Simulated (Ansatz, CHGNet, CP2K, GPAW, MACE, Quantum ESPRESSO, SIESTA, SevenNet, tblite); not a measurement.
**How far do other methods lie from plane waves? Random packing of Ge88H12 (at. %) (106 atoms)**

Aim: forces, pressure of random packing of Ge88H12 (at. %) (106 atoms) at one geometry, from other programs and methods, against plane-wave PBE.

Results are calculated, not measured.

### 1. The cell

The cell holds 106 atoms (93 Ge and 13 H), with edges of 12.79, 12.79 and 12.79 Å. Recipe: 106 atoms (93 Ge, 13 H) packed at random in a cube at 5.37 g/cm³ and pushed apart as soft spheres; a start for melting by ab initio MD, not an equilibrated structure. Then every atom was moved at random, 0.02 Å r.m.s. a Cartesian component (hydrogen 0.6 of that). The density is 5.37 g/cm³.

### 2. The reference input

Quantum ESPRESSO 7.5: Kohn-Sham DFT, PBE, SSSP efficiency 1.3.0 pseudopotentials, plane waves. Its input, pw.in:

```
&control
  calculation = 'scf'
  pseudo_dir = './pseudo'
  outdir = './tmp'
  disk_io = 'none'
  tprnfor = .true.
  tstress = .true.
/
&system
  ibrav = 0
  nat = 106
  ntyp = 2
  ecutwfc = 45
  ecutrho = 360
  nosym = .true.
  occupations = 'smearing'
  smearing = 'fd'
  degauss = 0.003675
/
&electrons
  conv_thr = 5.3e-07
  electron_maxstep = 100
  mixing_beta = 0.2
  mixing_mode = 'local-TF'
  diagonalization = 'david'
/
ATOMIC_SPECIES
Ge 72.630 Ge.upf
H 1.008 H.upf
CELL_PARAMETERS angstrom
12.79340 0.00000 0.00000
0.00000 12.79340 0.00000
0.00000 0.00000 12.79340
ATOMIC_POSITIONS crystal
Ge 0.43789 0.21142 0.30771
Ge 0.63750 0.51133 0.23205
Ge 0.97510 0.00002 0.11763
Ge 0.92511 0.47815 0.12389
[... 100 atom lines left out ...]
H 0.42612 0.86490 0.55210
H 0.26508 0.67832 0.89295
K_POINTS gamma
```

```console
$ OMP_NUM_THREADS=1 mpirun -np 4 pw.x -in pw.in > output.txt
```

Wall time 8.5 min (4 MPI ranks of Arm Neoverse V2, shared host); peak memory 7.6 GiB.

It converged with an r.m.s. force component of 1.3 eV/Å and a pressure of 8.1 GPa.

### 3. The other programs

- CHGNet: machine-learned potential, published weights.
- CP2K 2026.2: Gaussian basis with GTH pseudopotentials and a plane-wave density; labels give functional, basis (MOLOPT sets; SR short-range, UZH the newer set with its own potentials), grid cutoff/relative cutoff and solver (OT: orbital transformation; TRS4, TC2, SIGN: linear-scaling purification with its sparsity filter), or its built-in tight binding.
- GPAW 26.7.0: PAW with atomic orbitals (LCAO), plane waves or a real-space grid of spacing h.
- MACE: machine-learned potential, published weights.
- SIESTA 5.4.2: numerical atomic orbitals, whose automatically made sets are far from complete, with PseudoDojo norm-conserving potentials that we converted to its format (checked against plane waves on the same files for H, C, O, Si, Ge and Ca alone); labels give functional, basis size, energy shift and mesh cutoff.
- SevenNet: machine-learned potential, published weights.

All use the same cell and atoms, and the electronic-structure runs the same k-mesh.

### 4. Side by side

Differences are against the reference: forces as r.m.s. over components, share as that over the reference's r.m.s. force, slope as the fitted ratio of a run's forces to the reference's.

| run | Δ force, r.m.s. (meV/Å) | share (%) | slope | Δ pressure (GPa) | cores | CPU time | memory (GiB) |
| --- | --- | --- | --- | --- | --- | --- | --- |
| reference | - | - | - | - | 4 | 34 min | 7.6 |
| CHGNet r2SCAN potential | 682 | 53.4 | 0.509 | -4.91 | 1 | 3.1 s | 0.94 |
| CP2K PBE, DZVP-MOLOPT-SR, 225/50 Ry, diagonalisation (coarse) | 101 | 7.93 | 1.019 | 0.333 | 2 | 2.9 min | 1.6 |
| CP2K PBE, DZVP-MOLOPT-SR, 450/50 Ry, diagonalisation | 101 | 7.93 | 1.019 | 0.333 | 2 | 4.3 min | 4.0 |
| CP2K PBE, SZV-MOLOPT-SR, 450/50 Ry, diagonalisation (coarse) | 431 | 33.8 | 1.131 | 1.55 | 1 | 3.1 min | 3.8 |
| CP2K PBE, TZV2P-MOLOPT (SR for Ge), 450/50 Ry, diagonalisation | 40.6 | 3.18 | 1.020 | 0.801 | 4 | 9.7 min | 13 |
| CP2K PBEsol, PBE potentials, DZVP-MOLOPT-SR, 450/50 Ry, diagonalisation | 118 | 9.27 | 1.047 | -0.785 | 2 | 4.4 min | 4.1 |
| GPAW PBE, LCAO dzp, h 0.15 Å | 183 | 14.3 | 1.136 | - | 2 | 12 min | 4.6 |
| GPAW PBE, LCAO dzp, h 0.2 Å | 184 | 14.4 | 1.137 | - | 1 | 5.6 min | 2.0 |
| MACE MPA-0 medium potential | 204 | 16.0 | 1.023 | -0.156 | 1 | 7.1 s | 1.0 |
| SIESTA PBE, DZ, shift 0.01 Ry, mesh 300 Ry (coarse) | 409 | 32.0 | 1.260 | 2.59 | 1 | 4.3 min | 1.3 |
| SIESTA PBE, DZP, shift 0.01 Ry, mesh 300 Ry | 357 | 28.0 | 1.247 | 3.22 | 2 | 12 min | 2.5 |
| SIESTA PBE, SZ, shift 0.01 Ry, mesh 300 Ry (coarse) | 936 | 73.3 | 1.676 | 10.5 | 1 | 2.8 min | 1.0 |
| SIESTA PBE, TZP, shift 0.01 Ry, mesh 300 Ry | 325 | 25.4 | 1.227 | 2.58 | 2 | 16 min | 2.9 |
| SevenNet l3i5 potential | 279 | 21.8 | 1.035 | 0.464 | 1 | 8.4 s | 1.3 |

Rows marked coarse were listed beforehand as settings not expected to be converged; some can still land near the reference.

Times of the machine-learned potentials are mostly Python's start and the loading of weights.

Left out of this page: tblite IPEA1-xTB (killed or ended with an error).

Runs without a result: CP2K GFN1-xTB, diagonalisation (not converged); tblite GFN2-xTB (not converged); SIESTA PBE, DZP, shift 0.001 Ry, mesh 300 Ry (cut off at its time limit).

CPU time is summed over cores on shared hosts, so it is rough.

### 5. Findings

Forces lie from 3.2 % (CP2K PBE, TZV2P-MOLOPT (SR for Ge), 450/50 Ry, diagonalisation) to 73 % (SIESTA PBE, SZ, shift 0.01 Ry, mesh 300 Ry, coarse) of the reference's r.m.s. force of 1.3 eV/Å away from it. The PBE runs in local orbitals, coarse settings apart, differ by 3.2 % (CP2K PBE, TZV2P-MOLOPT (SR for Ge), 450/50 Ry, diagonalisation) to 28 % (SIESTA PBE, DZP, shift 0.01 Ry, mesh 300 Ry); basis, grid and potentials can all enter. Machine-learned potentials differ by 16 % (MACE MPA-0 medium potential) to 53 % (CHGNet r2SCAN potential); they were trained on other programs' data, some at another functional. Rows with another functional or a dispersion term differ by 9.3 % (CP2K PBEsol, PBE potentials, DZVP-MOLOPT-SR, 450/50 Ry, diagonalisation), which mixes the change of model with differences of basis and potentials, some of them made for another functional.

Runs with settings chosen to be coarse differ by 7.9 % (CP2K PBE, DZVP-MOLOPT-SR, 225/50 Ry, diagonalisation) to 73 % (SIESTA PBE, SZ, shift 0.01 Ry, mesh 300 Ry), their programs' other errors included. SIESTA PBE, SZ, shift 0.01 Ry, mesh 300 Ry stiffens the forces by a factor of 1.68 while following their directions (correlation 0.986); the slopes of the 4 SIESTA runs lie between 1.23 and 1.68; the difference isn't even, but is largest on one element. From CP2K PBE, DZVP-MOLOPT-SR, 225/50 Ry, diagonalisation to the finer CP2K PBE, DZVP-MOLOPT-SR, 450/50 Ry, diagonalisation the share goes from 7.93 to 7.93 %, so the grid isn't what parts these runs from the reference. From GPAW PBE, LCAO dzp, h 0.2 Å to the finer GPAW PBE, LCAO dzp, h 0.15 Å the share goes from 14.4 to 14.3 %, so the grid isn't what parts these runs from the reference. Pressures at PBE, coarse settings apart, lie +0.33 to +3.22 GPa from the reference's.

**Limits.** The potentials hold different valence shells: 1315 electrons in the reference, 385 in CP2K with TZV2P-MOLOPT and 385 in GPAW; this bears on time and differences. GPAW's setups keep the filled d shell of Ge in the core. The reference's pressure holds the uncorrected Pulay stress of its 45 Ry basis, so small pressure differences may be the reference's own error. The electron count is odd in these runs, and they have no spin polarisation, so the unpaired electron is spread evenly over both spins. Machine-learned potentials mimic data converged in k, so the reference's own k-point error enters their differences. The electron count is odd and the run has no spin polarisation, so levels at the top are partly filled by construction. The electronic-structure runs sample only Γ, in a cell whose shortest periodic width is 13 Å, which is coarse for a cell with partly filled levels. The reference's pressure of 8.1 GPa reflects the volume that the recipe set, positions that aren't this level's minimum and the basis. The reference's 45/360 Ry lie under the cutoffs that SSSP recommends for H (60/480 Ry). Spin–orbit coupling is left out. Where levels are smeared, the DFT runs use Fermi–Dirac occupations at 580 K (0.05 eV), and energies are free energies. The atoms were displaced at random, and shares hang on the size of the forces that this gives. The reference's cutoffs and mesh weren't converged further here.

[Logs are printed without paths, hosts, clocks, repeated set-up lines and the standing remarks that a program may print on its own settings, such as how far it seeks lower states.]

[Hosts, paths, dates, database ids (printed as entryN), source tags and the programs' standing remarks are cut or masked in the printed files.]

[Cells were taken only where this reference lay near another plane-wave run.]
